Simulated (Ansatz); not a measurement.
# Ta2NF2 monolayer: following an unstable mode, part 2 of 3

Aim: this structure of Ta2NF2 monolayer is to be tested for unstable modes, and one is followed downhill.

Ansatz 0.2.0; DFT PBEsol, scalar-relativistic, plane waves, PAW.

So far, highest frequency on the path or at a solved wavevector (cm⁻¹): step 2 (the dispersion) 655. Also lowest frequency on the path (cm⁻¹): step 2 -148.

### Step 4. The mode frozen in, largest atomic shift 0.32 Å

The atoms are moved along the unstable eigenvector, the largest shift by 0.32 Å, with the cell fixed.

input.yaml

```yaml
crystal:
  lattice:
    - [4.882511132, 2.8189191165, 0.0]
    - [0.0, 5.6378382328, 0.0]
    - [0.0, 0.0, 33.2]
  atoms:
    - { symbol: "N", position: [5.302e-07, -5.302e-07, 0.2915664166] }
    - { symbol: "N", position: [0.3333333333, 0.3333333333, 0.3012046678] }
    - { symbol: "N", position: [0.6666661364, 0.6666671969, 0.3108433735] }
    - { symbol: Ta, position: [1.0084209179, 0.3164900076, 0.3310790138] }
    - { symbol: Ta, position: [0.3164900076, 0.6750881039, 0.3310790071] }
    - { symbol: Ta, position: [0.67508938, 1.0084212775, 0.3310790105] }
    - { symbol: Ta, position: [0.3501766591, 0.9915790821, 0.2713306314] }
    - { symbol: Ta, position: [0.6582452294, 0.3501766591, 0.2713306248] }
    - { symbol: Ta, position: [0.9915787225, 0.6582439533, 0.2713306281] }
    - { symbol: F, position: [0.3534765716, 0.9899284787, 0.3707334297] }
    - { symbol: F, position: [0.6565945242, 0.3534765717, 0.3707337102] }
    - { symbol: F, position: [0.9899296348, 0.6565945843, 0.3707335699] }
    - { symbol: F, position: [1.0100715213, 0.313190095, 0.2316759284] }
    - { symbol: F, position: [0.313190095, 0.6767388091, 0.2316762089] }
    - { symbol: F, position: [0.676738749, 1.0100703652, 0.2316760686] }
  periodic: [true, true, false]
kpoints:
  mp_grid: { grid: [9, 9, 1] }
hamiltonian:
  xc: pbesol
scf:
  occupations: { method: methfessel_paxton, width: 0.15 }
output:
  forces: true
  stress: true
  eigenvalues: true
  write_density: true
  write_potential: true
  elf: true
  volumetric_format: npy
```

Command:

```
ansatz run input.yaml --threads 8 --pin off --max-ram 14336MiB --backend cpu --events-out ev --progress --plain --runs-dir out
```

Numbers of over 12 decimals in the logs are rounded to 6 here.

The program printed:

```text
[...]
k-point 1: bands = [... 64 lower, -5.5823, -4.9994, -4.8479, -4.5452, -4.0849, -3.5888, -3.2146, -2.2930, ... 11 higher]
  k-point 2: bands = [... 64 lower, -5.6872, -4.5753, -4.3167, -3.9490, -3.7487, -3.2465, -3.0964, -2.6008, ... 11 higher]
  k-point 14: bands = [... 64 lower, -4.5400, -4.5400, -4.0561, -4.0561, -3.7623, -2.5808, -2.5808, -2.5256, ... 11 higher]
  ° read free of the cell's end (the report's vacuum.weakly_bound_levels)
[key lines of the parts left out:]
SCF converged after 8 iterations
Free energy (F): -64784.347963 eV
Fermi energy:    -3.720142 eV
P = ½ c Tr σ = -2.1738 N/m
```

Elapsed: 13 s, on 8 threads of Arm Neoverse V2, shared host; peak memory 3.6 GiB.

This step gave:

* energy from the undistorted cell: -8.912 meV/atom

The energy, extrapolated to zero smearing, is -8.91 meV/atom against the undistorted cell.

### Step 5. Energy along the mode, all amplitudes (two of the runs are shown above)

An imaginary frequency means negative curvature, so the energy should fall and then rise again as anharmonic terms take over.

This step gave:

```
depth at the lowest point sampled  : 8.912 meV/atom
largest atomic shift at that point : 0.32 Å
```

Energy from the parent against largest atomic shift:

```
largest atomic shift (Å)  energy from the parent (meV/atom)
                   0.000                                  0
                   0.040                             -0.329
                   0.080                              -1.29
                   0.140                              -3.69
                   0.220                              -7.41
                   0.320                              -8.91
                   0.450                               2.14
                   0.600                               45.3
```

Displacement at unit largest shift by atom:

```
atom  x (Å)  y (Å)  z (Å)  size
  N1   0.00   0.00  -1.00  1.00
  N2   0.00   0.00   0.00  0.00
  N3   0.00   0.00   1.00  1.00
 Ta4   0.13  -0.22   0.00  0.26
 Ta5  -0.26   0.00   0.00  0.26
 Ta6   0.13   0.22   0.00  0.26
 Ta7   0.26   0.00   0.00  0.26
 Ta8  -0.13   0.22   0.00  0.26
 Ta9  -0.13  -0.22   0.00  0.26
 F10   0.31   0.00   0.00  0.31
 F11  -0.15   0.27   0.00  0.31
 F12  -0.15  -0.27   0.00  0.31
 F13   0.15  -0.27   0.00  0.31
 F14  -0.31   0.00   0.00  0.31
 F15   0.15   0.27   0.00  0.31
```

The lowest of the steps tried is at 0.32 Å, 8.91 meV/atom below the parent; the bottom of the well need not coincide with a step.

### Step 6. Relaxation from the frozen mode

Starting from the lowest point found, all atoms and the cell are let go, so that strain and other modes of the same symmetry can join in.

Changes to input.yaml since step 4:

```diff
@@ -36 +36,6 @@
   volumetric_format: npy
+relax:
+  adjacent_minimum: "off"
+  f_tol: 0.002
+  max_steps: 120
+  cell: { stress_2d_tol: 0.005 }
```

The program printed:

```text
[...]
Crystal: 15 atoms, lattice volume = 913.890 Å³
Basis set: ecut = 420 eV, 17871 PW (Γ), exchange–correlation on 80×80×450 points (8 copies of the dense FFT grid, shifted against one another)
Bands: 83, of which v1, the nominal top of the filled ones, is band 68 counted from 1 (67 counted from 0)
Symmetry: 6 space group operations
[...]
k-points: 15 of 81
[...]
SCF iter   1: F=—  HF=-64784.477960 eV  |F-HF|=—  |Δ(HF+E_count)|=         —  Δρ=8.05e-3  dr2=6.16e-1  ethr=1.77e-3  ⟨swp⟩=11.9  Hψ=8595  notcnv=0
[...]
SCF iter   8: F=-64784.347963 eV  HF=-64784.347963 eV  |F-HF|=4.35e-8  |Δ(HF+E_count)|=   5.27e-7  S|Δr|=    0.00e0  Δρ=1.22e-6  dr2=1.38e-8  ethr=7.41e-11  ⟨swp⟩=35.1  Hψ=16670  notcnv=0
SCF 1 converged in 8 iterations: F = -64784.347963 eV  dr2 = 1.38e-8
[...]
relax step   1: F+E_penalty+E_count = -64784.34796340 eV  Δ(F+E_penalty+E_count) = +0.000e0 eV  max|allowed force component| = 8.775e-1 eV/Å  Δτ_max = 0.0000 Å  P = -2.174 N/m  Ω = 913.890 Å³  fix = [c, alpha, beta]  reactions: c -0.000 N/m  (8 SCF iters, dr2 threshold 1.00e-7 eV, accepted)
Crystal: 15 atoms, lattice volume = 865.149 Å³
Basis set: ecut = 420 eV, 16857 PW (Γ), exchange–correlation on 80×80×450 points (8 copies of the dense FFT grid, shifted against one another)
[...]
iter 1 solved again at ethr=6.47e-4 eV; its pass at ethr=3.10e-3 eV (dr2=8.74e-1 eV) is discarded
[...]
SCF iter   8: F=-64784.742439 eV  HF=-64784.742439 eV  |F-HF|=1.74e-7  |Δ(HF+E_count)|=   5.88e-7  S|Δr|=    0.00e0  Δρ=1.54e-6  dr2=2.28e-8  ethr=2.16e-10  ⟨swp⟩=16.9  Hψ=14525  notcnv=0
SCF 2 converged in 8 iterations: F = -64784.742439 eV  dr2 = 2.28e-8
[...]
relax step   2: F+E_penalty+E_count = -64784.74243887 eV  Δ(F+E_penalty+E_count) = -3.945e-1 eV  max|allowed force component| = 9.715e-1 eV/Å  Δτ_max = 0.1374 Å  P = -0.058 N/m  Ω = 865.149 Å³  energy of the carried Pulay correction = +3.873e-2 eV  fix = [c, alpha, beta]  reactions: c -0.000 N/m  (8 SCF iters, dr2 threshold 1.50e-6 eV, accepted)
Crystal: 15 atoms, lattice volume = 869.971 Å³
Basis set: ecut = 420 eV, 16989 PW (Γ), exchange–correlation on 80×80×450 points (8 copies of the dense FFT grid, shifted against one another)
[...]
SCF iter   8: F=-64784.914187 eV  HF=-64784.914187 eV  |F-HF|=2.19e-8  |Δ(HF+E_count)|=   1.64e-7  S|Δr|=    0.00e0  Δρ=4.82e-7  dr2=3.43e-9  ethr=2.76e-11  ⟨swp⟩=14.9  Hψ=13280  notcnv=0
SCF 3 converged in 8 iterations: F = -64784.914187 eV  dr2 = 3.43e-9
relax step   3: F+E_penalty+E_count = -64784.91418730 eV  Δ(F+E_penalty+E_count) = -1.717e-1 eV  max|allowed force component| = 6.966e-1 eV/Å  Δτ_max = 0.0573 Å  P = +0.397 N/m  Ω = 869.971 Å³  energy of the carried Pulay correction = +3.480e-2 eV  fix = [c, alpha, beta]  reactions: c +0.000 N/m  (8 SCF iters, dr2 threshold 1.50e-6 eV, accepted)
[... from here on, the SCF cycles and remarks between the steps are left out ...]
relax step   4: F+E_penalty+E_count = -64785.02593427 eV  Δ(F+E_penalty+E_count) = -1.117e-1 eV  max|allowed force component| = 3.758e-1 eV/Å  Δτ_max = 0.0888 Å  P = +0.682 N/m  Ω = 873.484 Å³  energy of the carried Pulay correction = +3.195e-2 eV  fix = [c, alpha, beta]  reactions: c +0.000 N/m  (6 SCF iters, dr2 threshold 1.50e-6 eV, accepted)
relax step   5: F+E_penalty+E_count = -64785.06225059 eV  Δ(F+E_penalty+E_count) = -3.632e-2 eV  max|allowed force component| = 2.917e-1 eV/Å  Δτ_max = 0.0559 Å  P = +0.001 N/m  Ω = 872.230 Å³  energy of the carried Pulay correction = +3.297e-2 eV  fix = [c, alpha, beta]  reactions: c +0.000 N/m  (6 SCF iters, dr2 threshold 1.50e-6 eV, accepted)
relax step   6: F+E_penalty+E_count = -64785.06445497 eV  Δ(F+E_penalty+E_count) = -2.204e-3 eV  max|allowed force component| = 2.846e-1 eV/Å  Δτ_max = 0.0235 Å  P = +0.180 N/m  Ω = 871.447 Å³  energy of the carried Pulay correction = +3.360e-2 eV  fix = [c, alpha, beta]  reactions: c +0.000 N/m  (5 SCF iters, dr2 threshold 1.50e-6 eV, accepted)
relax step   7: F+E_penalty+E_count = -64785.07729526 eV  Δ(F+E_penalty+E_count) = -1.284e-2 eV  max|allowed force component| = 1.020e-1 eV/Å  Δτ_max = 0.0209 Å  P = +0.383 N/m  Ω = 869.703 Å³  energy of the carried Pulay correction = +3.502e-2 eV  fix = [c, alpha, beta]  reactions: c +0.000 N/m  (5 SCF iters, dr2 threshold 1.50e-6 eV, accepted)
relax step   8: F+E_penalty+E_count = -64785.07223225 eV  Δ(F+E_penalty+E_count) = +5.063e-3 eV  max|allowed force component| = 1.157e-1 eV/Å  Δτ_max = 0.0143 Å  P = -0.622 N/m  Ω = 873.013 Å³  energy of the carried Pulay correction = +3.234e-2 eV  fix = [c, alpha, beta]  (5 SCF iters, dr2 threshold 6.50e-7 eV, rejected (line search))
relax step   9: F+E_penalty+E_count = -64785.07857945 eV  Δ(F+E_penalty+E_count) = -1.284e-3 eV  max|allowed force component| = 1.460e-2 eV/Å  Δτ_max = 0.0069 Å  P = +0.051 N/m  Ω = 870.947 Å³  energy of the carried Pulay correction = +3.401e-2 eV  fix = [c, alpha, beta]  reactions: c +0.000 N/m  (10 SCF iters, accepted)
relax step  10: F+E_penalty+E_count = -64785.07838393 eV  Δ(F+E_penalty+E_count) = +1.955e-4 eV  max|allowed force component| = 1.928e-3 eV/Å  Δτ_max = 0.0012 Å  P = -0.000 N/m  Ω = 871.241 Å³  energy of the carried Pulay correction = +3.377e-2 eV  fix = [c, alpha, beta]  reactions: c -0.000 N/m  (5 SCF iters, dr2 threshold 1.33e-8 eV, accepted)
relax step  11: F+E_penalty+E_count = -64785.05437263 eV  Δ(F+E_penalty+E_count) = +2.401e-2 eV  max|allowed force component| = 1.725e-3 eV/Å  Δτ_max = 0.0000 Å  P = -0.225 N/m  Ω = 871.241 Å³  fix = [c, alpha, beta]  reactions: c -0.000 N/m  stress off target by 2.25e-1 N/m on what of the cell is left free  SCF on the basis re-selected at this cell (its energy is not comparable with the rows above)  (9 SCF iters)
relax step  12: F+E_penalty+E_count = -64785.05567661 eV  Δ(F+E_penalty+E_count) = -1.304e-3 eV  max|allowed force component| = 4.556e-3 eV/Å  Δτ_max = 0.0018 Å  P = -0.011 N/m  Ω = 869.963 Å³  energy of the carried Pulay correction = +1.026e-3 eV  fix = [c, alpha, beta]  reactions: c -0.000 N/m  (5 SCF iters, dr2 threshold 5.91e-8 eV, accepted)
relax step  13: F+E_penalty+E_count = -64785.05574640 eV  Δ(F+E_penalty+E_count) = -6.980e-5 eV  max|allowed force component| = 1.418e-3 eV/Å  Δτ_max = 0.0006 Å  P = +0.001 N/m  Ω = 869.882 Å³  energy of the carried Pulay correction = +1.091e-3 eV  fix = [c, alpha, beta]  reactions: c +0.000 N/m  (5 SCF iters, dr2 threshold 1.30e-9 eV, accepted)
[...]
SCF iter   1: F=—  HF=-64785.054619 eV  |F-HF|=—  |Δ(HF+E_count)|=         —  Δρ=7.47e-6  dr2=9.50e-8  ethr=1.52e-7  ⟨swp⟩=8.4  Hψ=14988  notcnv=0
eigensolver tolerance schedule: the retry pair's looser diagonalisation over-reported the residual by 2161.90 of it (diagonalisation noise at 0.12 of the residual, at the tolerance the schedule requests for it); recorded, not acted on — ethr = c·dr2/N_el stays at c = 1.0e-1
SCF iter   2: F=—  HF=-64785.054763 eV  |F-HF|=—  |Δ(HF+E_count)|=   1.43e-4  S|Δr|=    0.00e0  Δρ=6.31e-6  dr2=1.84e-7  ethr=7.03e-11  ⟨swp⟩=6.3  Hψ=5114  notcnv=0
[...]
SCF iter   7: F=-64785.054763 eV  HF=-64785.054763 eV  |F-HF|=1.02e-10  |Δ(HF+E_count)|=  6.55e-11  S|Δr|=    0.00e0  Δρ=3.86e-9  dr2=1.36e-13  ethr=1.00e-12  ⟨swp⟩=17.5  Hψ=8944  notcnv=0
SCF 14 converged in 7 iterations: F = -64785.054763 eV  dr2 = 1.36e-13
relax step  14: F+E_penalty+E_count = -64785.05476257 eV  Δ(F+E_penalty+E_count) = +9.838e-4 eV  max|allowed force component| = 1.424e-3 eV/Å  Δτ_max = 0.0000 Å  P = -0.005 N/m  Ω = 869.882 Å³  fix = [c, alpha, beta]  reactions: c -0.000 N/m  stress off target by 4.77e-3 N/m on what of the cell is left free  SCF on the basis re-selected at this cell (its energy is not comparable with the rows above)  (7 SCF iters)
[...]
SCF converged after 7 iterations
[...]
Free energy (F): -64785.054763 eV
[...]
Internal energy: -64785.047270 eV  (E = F + TS)
E sigma→0 (E₀):  -64785.052889 eV
Entropy (-TS):   -0.007493 eV (-0.500 meV/atom)
Fermi energy:    -3.766343 eV
[...]
--- Forces (eV/Å), atoms counted from 1 ---
  atom   1  N      0.00000000    -0.00000000     0.00038329
  atom   2  N     -0.00000000    -0.00000000     0.00000000
  atom   3  N      0.00000000     0.00000000    -0.00038329
  atom   4  Ta    -0.00019663     0.00142389    -0.00009977
  atom   5  Ta     0.00133144    -0.00054166    -0.00009977
  atom   6  Ta    -0.00113481    -0.00088223    -0.00009977
  atom   7  Ta    -0.00133144     0.00054166     0.00009977
  atom   8  Ta     0.00019663    -0.00142389     0.00009977
  atom   9  Ta     0.00113481     0.00088223     0.00009977
  atom  10  F     -0.00043410     0.00003000     0.00047855
  atom  11  F      0.00019107    -0.00039094     0.00047855
  atom  12  F      0.00024303     0.00036094     0.00047855
  atom  13  F     -0.00019107     0.00039094    -0.00047855
  atom  14  F      0.00043410    -0.00003000    -0.00047855
  atom  15  F     -0.00024303    -0.00036094    -0.00047855
  max |Σ_I F_I| component: 9.92e-18 eV/Å
--- 2D stress c σ (N/m, compression-positive) ---
       -0.004770       0.000000      -0.000000
       -0.000000      -0.004770      -0.000000
       -0.000000       0.000000      -0.000000
  P = ½ c Tr σ = -0.0048 N/m
--- Band table (eV; the first three rows and the last of 15) ---
  k-point 0: bands = [... 64 lower, -5.5129, -5.3460, -5.0632, -5.0632, -4.5955, -3.9919, -3.5081, -2.3044, ... 11 higher]
  k-point 1: bands = [... 64 lower, -5.5490, -5.1146, -4.8049, -4.6936, -4.4319, -3.7098, -3.3712, -2.5153, ... 11 higher]
  k-point 2: bands = [... 64 lower, -5.4690, -4.8592, -4.4370, -4.3277, -3.7410, -3.1419, -3.0452, -2.8514, ... 11 higher]
  k-point 14: bands = [... 64 lower, -5.0555, -4.5164, -3.7777, -3.7777, -3.4613, -2.8838, -2.8838, -2.3254, ... 11 higher]
  ° read free of the cell's end (the report's vacuum.weakly_bound_levels)
--- Relaxed structure (12 steps of the walk, 11 accepted, 2 SCFs on fresh bases) ---
  F+E_penalty+E_count = -64785.05476257 eV   max|allowed force component| = 1.424e-3 eV/Å   (the final SCF, on the basis selected at the relaxed cell)
  cell:  # Å, volume = 869.8820 Å³
    - [4.763503, 2.750210, 0]
    - [-5.6327771671147576e-11, 5.500420, 0]
    - [0, 0, 33.2]
  atoms:
    - { symbol: N, position: [6.20665534464023e-17, 2.567411990582977e-17, 0.287405] }
    - { symbol: N, position: [0.333333, 0.333333, 0.301205] }
    - { symbol: N, position: [0.666667, 0.666667, 0.315005] }
    - { symbol: Ta, position: [1.016832, 0.296472, 0.333301] }
    - { symbol: Ta, position: [0.296472, 0.686696, 0.333301] }
    - { symbol: Ta, position: [0.686696, 1.016832, 0.333301] }
    - { symbol: Ta, position: [0.370195, 0.979971, 0.269109] }
    - { symbol: Ta, position: [0.649835, 0.370195, 0.269109] }
    - { symbol: Ta, position: [0.979971, 0.649835, 0.269109] }
    - { symbol: F, position: [0.366170, 1.021423, 0.373352] }
    - { symbol: F, position: [0.612407, 0.366170, 0.373352] }
    - { symbol: F, position: [1.021423, 0.612407, 0.373352] }
    - { symbol: F, position: [1.054260, 0.300497, 0.229057] }
    - { symbol: F, position: [0.300497, 0.645244, 0.229057] }
    - { symbol: F, position: [0.645244, 1.054260, 0.229057] }
```

Elapsed: 2.7 min, on 8 threads; peak memory 3.5 GiB; 21 min of CPU time.

Step by step:

```
step  energy less that of the first step (eV)  largest force component (eV/Å)  volume (Å³)
   1                                   0.0000                          0.8775       913.89
   2                                  -0.3945                          0.9715       865.15
   3                                  -0.5662                          0.6966       869.97
   4                                  -0.6780                          0.3758       873.48
   5                                  -0.7143                          0.2917       872.23
   6                                  -0.7165                          0.2846       871.45
   7                                  -0.7293                          0.1020       869.70
   8                                  -0.7243                          0.1157       873.01
   9                                  -0.7306                          0.0146       870.95
  10                                  -0.7304                          0.0019       871.24
 11*                                  -0.7064                          0.0017       871.24
  12                                  -0.7077                          0.0046       869.96
  13                                  -0.7078                          0.0014       869.88
 14*                                  -0.7068                          0.0014       869.88
```

Relaxation steps marked * repeat the geometry before them on a plane-wave basis chosen anew for their cell, so energy and pressure can jump there. Relaxation step 8 was tried and not accepted.

The run keeps the 6 symmetry operations that it works with, so distortions that break them were not tested.

```
cell as run  before  after  change
      a (Å)   5.638  5.500  -2.4 %
      b (Å)   5.638  5.500  -2.4 %
```

The atoms that moved most (Å, along periodic axes as changes of fractional coordinates times the final cell, across vacuum about the mean position):

```
atom      dx      dy      dz  length
 F15  -0.150   0.156  -0.087   0.234
 F14  -0.060  -0.208  -0.087   0.234
 F10   0.060   0.208   0.087   0.234
 F13   0.210   0.052  -0.087   0.234
 F12   0.150  -0.156   0.087   0.234
 F11  -0.210  -0.052   0.087   0.234
  N1   0.000   0.000  -0.138   0.138
  N3   0.000   0.000   0.138   0.138
```

The relaxed structure:

```cif
data_structure
_symmetry_space_group_name_H-M 'P 1'
_symmetry_Int_Tables_number 1
_cell_length_a 5.5004
_cell_length_b 5.5004
_cell_length_c 33.2000
_cell_angle_alpha 90.000
_cell_angle_beta 90.000
_cell_angle_gamma 60.000
_cell_volume 869.88
loop_
_atom_site_label
_atom_site_type_symbol
_atom_site_fract_x
_atom_site_fract_y
_atom_site_fract_z
_atom_site_occupancy
N1 N 0.00000 0.00000 0.28740 1
N2 N 0.33333 0.33333 0.30120 1
N3 N 0.66667 0.66667 0.31500 1
Ta4 Ta 0.01683 0.29647 0.33330 1
Ta5 Ta 0.29647 0.68670 0.33330 1
Ta6 Ta 0.68670 0.01683 0.33330 1
Ta7 Ta 0.37019 0.97997 0.26911 1
Ta8 Ta 0.64983 0.37019 0.26911 1
Ta9 Ta 0.97997 0.64983 0.26911 1
F10 F 0.36617 0.02142 0.37335 1
F11 F 0.61241 0.36617 0.37335 1
F12 F 0.02142 0.61241 0.37335 1
F13 F 0.05426 0.30050 0.22906 1
F14 F 0.30050 0.64524 0.22906 1
F15 F 0.64524 0.05426 0.22906 1
```

Numbers from this step:

* area per atom: 1.747 Å²

ELF in the ac plane at fractional y = 0.017, with atoms of N and Ta and F within 0.2 Å of it. It is the smooth field of the valence electrons, not physical close to the nuclei.

Ten even steps from '_' (0.00) to '@' (0.76), each cell a mean:
```
______________________________
______________________________
______________________________
______________________________
______________________________
______________________________
______________________________
______________________________
______________________________
______________________________
______________________________
______________________________
______________________________
______________________________
..__..==%%%%%%##--__________..
%%++----++****++==++++**++==##
**##++======----++**++++==++**
####==++%%**%%**::--==----**##
________..::..--%%@@@@@@**..__
________________::----::..____
______________________________
______________________________
______________________________
______________________________
```
Columns run along a (5.5 Å), rows up along c (33.2 Å). Atoms in or near the plane, at fractional coordinates: N at (0.00, 0.29), Ta at (0.69, 0.33), Ta at (0.37, 0.27), F at (0.37, 0.37), F at (0.65, 0.23).

(Part 2 of 3 ends here.)

[Logs are printed without paths, hosts, clocks, repeated set-up lines and the standing remarks that a program may print on its own settings, such as how far it seeks lower states.]

[Hosts, paths, dates, database ids (printed as entryN), source tags and the programs' standing remarks are cut or masked in the printed files.]
